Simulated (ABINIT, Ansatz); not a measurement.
# Calculated records

### CO2 (P4_2/mnm): one start, several treatments of the self-energy

It takes space group P4_2/mnm (No. 136, tetragonal). Conventional cell: a = 4.227 Å, b = 4.227 Å, c = 4.688 Å, α = 90.00°, β = 90.00°, γ = 90.00°. Nearest to C lie 2 O at 1.17 Å. Nearest to O lie 1 C at 1.17 Å. Farther neighbours, and contacts between anions beyond the nearest, are not listed.

```xyz
6
Lattice="4.2272 0.0000 0.0000 0.0000 4.2272 0.0000 0.0000 0.0000 4.6878" Properties=species:S:1:pos:R:3 pbc="T T T"
C     2.1136    2.1136    2.3439
C     0.0000    0.0000    0.0000
O     1.2886    2.9386    2.3439
O     2.9386    1.2886    2.3439
O     0.8250    0.8250    0.0000
O     3.4022    3.4022    0.0000
```

```yaml
method: RPA screening on LDA, plane waves, norm-conserving pseudopotentials (and 4 further levels or steps)
program: ABINIT 10.8.3
settings: cutoff 37 Ha, PseudoDojo scalar-relativistic 0.4.1 standard, norm-conserving, ngkpt (2, 2, 2), nband 71, ecuteps 4.2 Ha, gwcalctyp 2, nfreqre 16, nfreqim 8, inclvkb 2, freqremax 40 eV, spmeth 1, nomegasf 120, shiftk (0, 0, 0), symchi 1, awtr 1, frequency cd, 2×2×2 k-mesh
cost: 9 runs, 1.7 min in all on 4 MPI ranks of Arm Neoverse V2, shared host
notes: The program’s warnings: Min real frequency set to default [Ha] = and nkpt*nsppol () is not a multiple of nproc spkpt (). The cell and positions are those that the Materials Project relaxed with its own functionals (PBE, PBE+U or r2SCAN), kept fixed. Static COHSEX lies above G0W0: it lacks the factor Z and overstates the Coulomb hole of the filled states. The 2×2×2 mesh is coarse for this cell, which bears on the long-range parts of exchange and screening.
g0w0_godby_needs_plasmon_pole: 10.138 eV
g0w0_engel_farid_plasmon_pole: 10.162 eV
g0w0_hybertsen_louie_plasmon_pole: 10.263 eV
one_shot_cohsex: 11.758 eV
one_shot_hartree_fock: 16.517 eV
g0w0_contour_deformation: 10.135 eV
known_limits: short of the basis limit; coarse k mesh
```

G0W0, Engel-Farid plasmon pole: +0.024 eV against G0W0, Godby-Needs plasmon pole. G0W0, Hybertsen-Louie plasmon pole: +0.125 eV against G0W0, Godby-Needs plasmon pole.

[Long decimals in the printed logs are rounded to 6 places.]

[Logs are printed without paths, hosts, clocks, repeated set-up lines and the standing remarks that a program may print on its own settings, such as how far it seeks lower states.]

[Paths, hosts, dates, memory and timing lines, banners, echoed tables and standing remarks are left out of the program output; an Ansatz launch command may be rebuilt from the run's recorded settings. Measured values are a selection of at most five: reports struck by readers or far from the other reports are left out. None is set beside runs whose start may be inverted or whose files or cutoffs have a known fault.]

[Runs of the session that timed out or met a known fault of the program may be left out.]

[Hosts, paths, dates, database ids (printed as entryN), source tags and the programs' standing remarks are cut or masked in the printed files.]

[G0W0 gaps are taken among the corrected bands and points alone; a level outside them can change the order at an edge.]

[Where Ansatz stands beside ABINIT at settings called matched, ABINIT's density can come from a denser mesh and the files from another edition; pairs whose starting gaps differed by over 0.03 eV were left out, so agreement reads better than it is.]
